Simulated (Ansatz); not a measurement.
# Electron scattering at the Σ3 (112) boundary in fcc Ir, starting shift (0.5, 0), part 2 of 3

Wanted: what the Σ3 (112) boundary in fcc Ir, starting shift (0.5, 0) costs an interconnect.

Ansatz 0.2.0; Ansatz plane-wave DFT, PBE, PAW files; relaxation of a bicrystal slab with its lowest layers held; PAW set soft_1 (the session's first sound run).

So far. Step 2 (Relaxing the bicrystal): The largest force component on a free atom ends at 0.019 eV/Å, under the tolerance of 0.03, after 11 steps.

**3. Transmission across the boundary**

Bulk layers of each grain are laid under and over the relaxed boundary, and a lead is named in the middle of each, away from the free faces. The mesh across the current, 24×10, is finer than the density's, because channels open and close sharply across the zone. Energies from -0.1 to 0.1 eV in steps of 0.05 eV are too few for the program's thermal sum, so it prints no conductance; for a metal the transmission near the Fermi level serves, at a fraction of the cost.

 

This step: Ansatz plane-wave DFT, PBE, PAW files; ballistic transport by layer matching (Landauer), zero bias; boundary relaxed in a short slab, bulk layers laid on; PAW set soft_1 (Ansatz 0.2.0).

System of this step: Σ3 (112) boundary in fcc Ir, starting shift (0.5, 0). The cell holds 56 atoms: 56 Ir. Its edges and angles: a = 2.715 Å, b = 6.650 Å, c = 51.504 Å, α = 90.0°, β = 90.0°, γ = 90.0°. It derives from Ir. Regions: lower grain, 22 atoms (22 Ir); boundary, 16 atoms (16 Ir); upper grain, 18 atoms (18 Ir). Vacuum lies along c.

File input.yaml:

```yaml
crystal:
  lattice:
    - [2.7148657757, 0.0, 0.0]
    - [0.0, 6.6500358706, 0.0]
    - [0.0, 0.0, 51.50358866]
  atoms:
    - { symbol: Ir, position: [-14.4999999996, 9.6666666665, 0.077664491] }
    - { symbol: Ir, position: [-13.9999999996, 9.3333333332, 0.092881183] }
    - { symbol: Ir, position: [-13.4999999996, 8.9999999999, 0.1080978749] }
    - { symbol: Ir, position: [-12.9999999997, 8.6666666665, 0.1233145669] }
    - { symbol: Ir, position: [-12.4999999997, 8.3333333332, 0.1385312589] }
    - { symbol: Ir, position: [-11.9999999997, 7.9999999999, 0.1537479508] }
    - { symbol: Ir, position: [-11.4999999997, 7.6666666666, 0.1689646428] }
    - { symbol: Ir, position: [-10.9999999997, 7.3333333332, 0.1841813347] }
    - { symbol: Ir, position: [-10.4999999997, 6.9999999999, 0.1993980267] }
    - { symbol: Ir, position: [-9.9999999998, 6.6666666666, 0.2146147186] }
    - { symbol: Ir, position: [-9.4999999998, 6.3333333332, 0.2298314106] }
    - { symbol: Ir, position: [-8.9999999998, 5.9999999999, 0.2450481025] }
    - { symbol: Ir, position: [-8.4999999998, 5.6666666666, 0.2602647945] }
    - { symbol: Ir, position: [-7.9999999998, 5.3333333333, 0.2754814865] }
    - { symbol: Ir, position: [-7.4999999999, 4.9999999999, 0.2906981784] }
    - { symbol: Ir, position: [-6.9999999999, 4.6666666666, 0.3059148704] }
    - { symbol: Ir, position: [-6.4999999999, 4.3333333333, 0.3211315623] }
    - { symbol: Ir, position: [-5.9999999999, 3.9999999999, 0.3363482543] }
    - { symbol: Ir, position: [-5.4999999999, 3.6666666666, 0.3515649462] }
    - { symbol: Ir, position: [-4.9999999999, 3.3333333333, 0.3667816382] }
    - { symbol: Ir, position: [-4.5, 3.0, 0.3819983301] }
    - { symbol: Ir, position: [-4.0, 2.6666666666, 0.3972150221] }
    - { symbol: Ir, position: [0.5, 0.3333333333, 0.412431714] }
    - { symbol: Ir, position: [0.0, 0.995774253, 0.4275756371] }
    - { symbol: Ir, position: [0.5, 0.6652216678, 0.4433087098] }
    - { symbol: Ir, position: [0.0, 0.3335650127, 0.4576409332] }
    - { symbol: Ir, position: [0.5, 0.9983560336, 0.4739225914] }
    - { symbol: Ir, position: [0.0, 0.6662202043, 0.489972192] }
    - { symbol: Ir, position: [0.5, 0.3299708568, 0.5033733792] }
    - { symbol: Ir, position: [0.0, 0.0029937033, 0.5193683262] }
    - { symbol: Ir, position: [0.0, 0.5043278341, 0.540786302] }
    - { symbol: Ir, position: [0.5, 0.8317198729, 0.557024394] }
    - { symbol: Ir, position: [0.0, 1.1670785558, 0.570353775] }
    - { symbol: Ir, position: [0.5, 0.498712801, 0.5861399229] }
    - { symbol: Ir, position: [0.0, 0.8335995554, 0.6025207485] }
    - { symbol: Ir, position: [0.5, 1.1673217248, 0.6172068852] }
    - { symbol: Ir, position: [0.0, 0.500554996, 0.632931071] }
    - { symbol: Ir, position: [0.5, 0.8345135751, 0.6484350538] }
    - { symbol: Ir, position: [-4.0, 3.1678469084, 0.6636517457] }
    - { symbol: Ir, position: [-4.5, 3.5011802417, 0.6788684377] }
    - { symbol: Ir, position: [-4.9999999999, 3.8345135751, 0.6940851296] }
    - { symbol: Ir, position: [-5.4999999999, 4.1678469084, 0.7093018216] }
    - { symbol: Ir, position: [-5.9999999999, 4.5011802417, 0.7245185135] }
    - { symbol: Ir, position: [-6.4999999999, 4.834513575, 0.7397352055] }
    - { symbol: Ir, position: [-6.9999999999, 5.1678469084, 0.7549518975] }
    - { symbol: Ir, position: [-7.4999999999, 5.5011802417, 0.7701685894] }
    - { symbol: Ir, position: [-7.9999999998, 5.834513575, 0.7853852814] }
    - { symbol: Ir, position: [-8.4999999998, 6.1678469084, 0.8006019733] }
    - { symbol: Ir, position: [-8.9999999998, 6.5011802417, 0.8158186653] }
    - { symbol: Ir, position: [-9.4999999998, 6.834513575, 0.8310353572] }
    - { symbol: Ir, position: [-9.9999999998, 7.1678469083, 0.8462520492] }
    - { symbol: Ir, position: [-10.4999999997, 7.5011802417, 0.8614687411] }
    - { symbol: Ir, position: [-10.9999999997, 7.834513575, 0.8766854331] }
    - { symbol: Ir, position: [-11.4999999997, 8.1678469083, 0.8919021251] }
    - { symbol: Ir, position: [-11.9999999997, 8.5011802417, 0.907118817] }
    - { symbol: Ir, position: [-12.4999999997, 8.834513575, 0.922335509] }
kpoints:
  mp_grid: { grid: [9, 4, 1] }
hamiltonian:
  xc: pbe
  pseudopotentials: { kind: paw, azcp: { folder: soft_1 } }
scf:
  occupations: { method: fermi_dirac, width: 0.1 }
output:
  transmission:
    leads: [[12, 13], [45, 46]]
    kmesh: [24, 10]
    e_range: [-0.1, 0.1]
    de: 0.05
  write_potential: true
  write_density: true
  volumetric_format: npy
  elf: true
```

The run is started by

```sh
> ansatz run input.yaml --threads 4 --pin off --max-ram 15360MiB --backend cpu --events-out ev --progress --plain --runs-dir out
```

Numbers of over 12 decimals in the logs are rounded to 6 here.

Log:

```text
[...]
Crystal: 56 atoms, lattice volume = 929.843 Å³
Basis set: ecut = 420 eV, 18247 PW (Γ)
Bands: 572, of which v1, the nominal top of the filled ones, is band 476 counted from 1 (475 counted from 0)
Symmetry: 2 space group operations
[...]
k-points: 15 of 36 (time reversal used)
[...]
SCF iter  14: F=-668455.834580 eV  HF=-668455.834580 eV  |F-HF|=1.51e-9  |Δ(HF+E_count)|=   1.86e-9  Δρ=2.24e-7  dr2=1.66e-9  ethr=1.00e-12  ⟨swp⟩=1.3  Hψ=29295  notcnv=0
SCF 1 converged in 14 iterations: F = -668455.834580 eV  dr2 = 1.66e-9
[...]
transmission: 594 of 5928 steps passed
transmission: 1186 of 5928 steps passed
[...]
transmission: 5928 of 5928 steps passed
WARN: The input density's exchange-correlation potential varies sharply where the density is thin. Do not read a vacuum level from v_tot or v_xc, or from such a field of the output density. On a cell that repeats whose density bears no net charge and no dipole along the vacuum's axis use v_es (v_loc + v_h of the components); under efield.dipole_correction with no amplitude use v_es + v_field, which holds any external [...]
SCF converged after 14 iterations
an eigenvalue changed by more than its tolerance at an iteration that met the thresholds in force, so the SCF went on 2 times: the last check was not made
the last check of whether an eigenvalue changes by more than its tolerance under the output density was not made (no_room)
Free energy (F): -668455.834580 eV
[...]
Internal energy: -668454.047573 eV  (E = F + TS)
E sigma→0 (E₀):  -668454.941076 eV
Entropy (-TS):   -1.787007 eV (-31.911 meV/atom)
Fermi energy:    21.140709 eV
[...]
--- Band table (eV; the first three rows and the last of 15) ---
  k-point 0: bands = [... 472 lower, 20.7051, 20.7105, 20.7699, 20.7834, 20.8570, 20.8847, 20.9805, 21.0043, ... 92 higher]
  k-point 1: bands = [... 472 lower, 20.5942, 20.6050, 20.6675, 20.6728, 20.7243, 20.7605, 20.7793, 20.8229, ... 92 higher]
  k-point 2: bands = [... 472 lower, 20.4863, 20.4879, 20.5086, 20.5899, 20.6163, 20.6418, 20.6444, 20.6583, ... 92 higher]
  k-point 14: bands = [... 472 lower, 21.9242, 21.9444, 21.9619, 21.9977, 22.0065, 22.0196, 22.0280, 22.0413, ... 92 higher]
--- Transmission ---
  basis      : 159 plane waves across, 76 finite elements along
  points     : 78, standing for a mesh of 24 x 10
  energies   : 5 from -0.100000 to 0.100000 eV about the Fermi level, 0.050000 eV apart; the leads are filled to 0.000000 eV, and channels, transmission and decay are at 0.000000 eV
  crystal 0  : Ir3, at the sites [12, 13], period 2.3511 Å, over 18.03 Å; its Hamiltonian steps by up to 15.9 meV
    offset         : up to 0.0000 Å between an atom of the period and one for which it stands
    channels       : 4.783333e0 a spin
    conductance    : none, the energies end too early or step too widely for 300 K: set another output.transmission.e_range or a lower de, or, where they end at an eighth of basis.ecutwfc, a higher one
    slowest decay  : 0.0831 /Å at (0.5000, 0.5000)
[...]
channels       : 4.766667e0 a spin
[...]
slowest decay  : 0.0833 /Å at (0.5000, 0.5000)
  junction   : crystal 0 to crystal 1, 12.71 to 38.18 Å
    transmission   : 2.270071e0 a spin
[...]
```

Run time: 37 min. Hardware: 4 threads of Arm Neoverse N1, shared host; peak memory 10 GiB; 2.3 h of CPU time.

Numbers from this step:

```
free energy                                    : -668455.8346 eV
energy at zero smearing                        : -668454.9411 eV
Fermi energy                                   : 21.14 eV
cell area                                      : 18.05 Å²
transmission per spin nearest the Fermi level  : 2.270
open channels per spin nearest the Fermi level : 4.783
open channels per spin, upper lead             : 4.767
step of the lead's potential                   : 15.9 meV
step of the upper lead's potential             : 16.4 meV
```

Per spin. Transmission, zone mean against energy, zero at the Fermi level:

```csv
energy (eV),"transmission, zone mean"
-0.1000,2.22
-0.0500,2.27
0.0000,2.27
0.0500,2.31
0.1000,2.34
```

Per spin. Open channels, zone mean against energy, zero at the Fermi level:

```csv
energy (eV),lead,upper lead
-0.1000,4.62,4.62
-0.0500,4.69,4.71
0.0000,4.78,4.77
0.0500,4.83,4.8
0.1000,4.83,4.82
```

Transmission over k1 and k2. At 0.0000 eV from the Fermi level.

Ten even steps from '_' (0.00) to '@' (4.27):
```
__::::--__--====----++::::::++----====--__--::::
------==::==========**######**==========::==----
@@####**++========####**##**####========++**####
@@@@##%%**++####**####@@##@@####**####++**%%##@@
@@@@%%%%++==++@@@@%%****@@****%%@@@@++==++%%%%@@
@@@@##%%**++####**####@@##@@####**####++**%%##@@
@@####**++========####**##**####========++**####
------==::==========**######**==========::==----
__::::--__--====----++::::::++----====--__--::::
______..__======--..__..__..__..--======__..____
```
Columns: k1 (b1) from -0.5 to 0.458; rows upwards: k2 (b2) from -0.5 to 0.4.

Open channels over k1 and k2. At 0.0000 eV from the Fermi level.

Ten even steps from '_' (0.00) to '@' (8.00):
```
++::--++----++++++++**++++++**++++++++----++--::
++++++++++++++++++****######****++++++++++++++++
##****@@**++++++++%%####%%####%%++++++++**@@****
####**@@##++******##%%@@%%@@%%##******++##@@**##
######@@**++++####%%**##@@##**%%####++++**@@####
####**@@##++******##%%@@%%@@%%##******++##@@**##
##****@@**++++++++%%####%%####%%++++++++**@@****
++++++++++++++++++****######****++++++++++++++++
++::--++----++++++++**++++++**++++++++----++--::
__::::::::++++++++++++++++++++++++++++++::::::::
```
Columns: k1 (b1) from -0.5 to 0.458; rows upwards: k2 (b2) from -0.5 to 0.4.

Electrostatic potential energy in the cb plane at fractional x = 0.000, with atoms of Ir within 0.2 Å of it. With pseudopotentials it is smooth inside the atoms' cores, unlike the true potential.

Ten even steps from '0' (-54 eV) to '9' (26 eV), each cell a mean:
```
65689999999875568999999987557899999999999999
10268999999841136999999973113799999999999999
00048999999720015899899961001699999999999999
00158999999730026899999972002799999999999999
43479999999863357999999985335899999999999999
87888889999987788888999998778888999999999999
99986568999999998656899999998755689999999999
99862015899999985202689999998410269999999999
99840003799999983000489999997300158999999999
99851004899999984001589999997300168999999999
99974346899999997434789999998633589999999999
99998788888999998878888899999887899999999999
99999998755799999999865579999999999999999999
99999997311479999998621148999999999999999999
89999986100269999998510027999999999999999999
99999996200279999998510038999999999999999999
99999998533589999999743368999999999999999999
88899999877888899999987888889999999999999999
```
Columns run along c (16.0 Å, from fractional 0.69 to 1.00 of the cell; values clipped at the 3rd and 97th percentile), rows up along b (6.7 Å). Atoms in or near the plane, at fractional coordinates: Ir at (0.69, 0.83), Ir at (0.72, 0.50), Ir at (0.75, 0.17), Ir at (0.79, 0.83), Ir at (0.82, 0.50), Ir at (0.85, 0.17), Ir at (0.88, 0.83), Ir at (0.91, 0.50).

ELF in the cb plane at fractional x = 0.000, with atoms of Ir within 0.2 Å of it. It is the smooth field of the valence electrons, not physical close to the nuclei.

Ten even steps from '0' (0.00) to '9' (0.59), each cell a mean:
```
66643234555556664323454555665433455543100000
99974445554479996444555448999544566654210000
97974555554588797455555459889644567764210000
98964555544599895455554469998544456654210000
88754555433468875455543347886444555553210000
44555444322344455544432244445544455542100000
54556665333455455666433345445676555432100000
55458998444555546999744455445799974421000000
55479798545555547979845555545887974321000000
54479897455554448989645555445998963211000000
33357885455543346887545554334688753210000000
32344455544442234445554443223455432110000000
32345455566543334545566653334555432100000000
44455545899954445554589984445565431000000000
45555546988954555554697895445665321000000000
45555446998854555544798984455554321100000000
55554334788645554333588864555543222211000000
44443234444554444323444455444432334332100000
```
Columns run along c (16.0 Å, from fractional 0.69 to 1.00 of the cell), rows up along b (6.7 Å). Atoms in or near the plane, at fractional coordinates: Ir at (0.69, 0.83), Ir at (0.72, 0.50), Ir at (0.75, 0.17), Ir at (0.79, 0.83), Ir at (0.82, 0.50), Ir at (0.85, 0.17), Ir at (0.88, 0.83), Ir at (0.91, 0.50).

Valence density in the cb plane at fractional x = 0.000, with atoms of Ir within 0.2 Å of it. It is the smooth field of the valence electrons, not physical close to the nuclei.

Ten even steps from '0' (0.0 e/Å³) to '9' (9.6 e/Å³), each cell a mean:
```
12100000000001110000000001111000000000000000
57410000000026641000000003663000000000000000
89720000000049961000000015995100000000000000
78620000000037851000000014884100000000000000
33200000000013320000000001331000000000000000
00000000000000000000000000000000000000000000
00001210000000000121000000000012100000000000
00014652000000001565100000000256410000000000
00027983000000003897200000000489620000000000
00016872000000002686200000000378510000000000
00002331000000001232000000000133200000000000
00000000000000000000000000000000000000000000
00000000121100000000012100000000000000000000
00000000366300000000146520000000000000000000
00000001599510000000269840000000000000000000
00000001588400000000158730000000000000000000
00000000233100000000023310000000000000000000
00000000000000000000000000000000000000000000
```
Columns run along c (16.0 Å, from fractional 0.69 to 1.00 of the cell), rows up along b (6.7 Å). Atoms in or near the plane, at fractional coordinates: Ir at (0.69, 0.83), Ir at (0.72, 0.50), Ir at (0.75, 0.17), Ir at (0.79, 0.83), Ir at (0.82, 0.50), Ir at (0.85, 0.17), Ir at (0.88, 0.83), Ir at (0.91, 0.50).

Over the solved energies the transmission per spin lies between 2.22 and 2.34, out of 4.75 channels of the lead on average (up to 4.83).

**4. Specific resistance**

e

This step: Ansatz plane-wave DFT, PBE, PAW files; ballistic transport by layer matching (Landauer), zero bias; specific resistance of the boundary; PAW set soft_1 (Ansatz 0.2.0).

This step gave:

```yaml
area_resistance: 0.5307 fΩ m²
t_over_the_leads_mean_channel_count: 0.4805
```

Averaged over the energies near the Fermi level, 48.0 % of the channels pass, which makes 0.531 fΩ m².

By hand, with T and the leads' channels N averaged over the energies near the Fermi level: RA = A (h/2e²)(1/T − ½[1/N₁ + 1/N₂]) = 18.05×10⁻²⁰ m² × 12 906 Ω × (1/2.281 − ½[1/4.752 + 1/4.743]) = 0.531 fΩ m².

(Part 2 of 3 ends here.)

[Logs are printed without paths, hosts, clocks, repeated set-up lines and the standing remarks that a program may print on its own settings, such as how far it seeks lower states.]

[Hosts, paths, dates, database ids (printed as entryN), source tags and the programs' standing remarks are cut or masked in the printed files.]
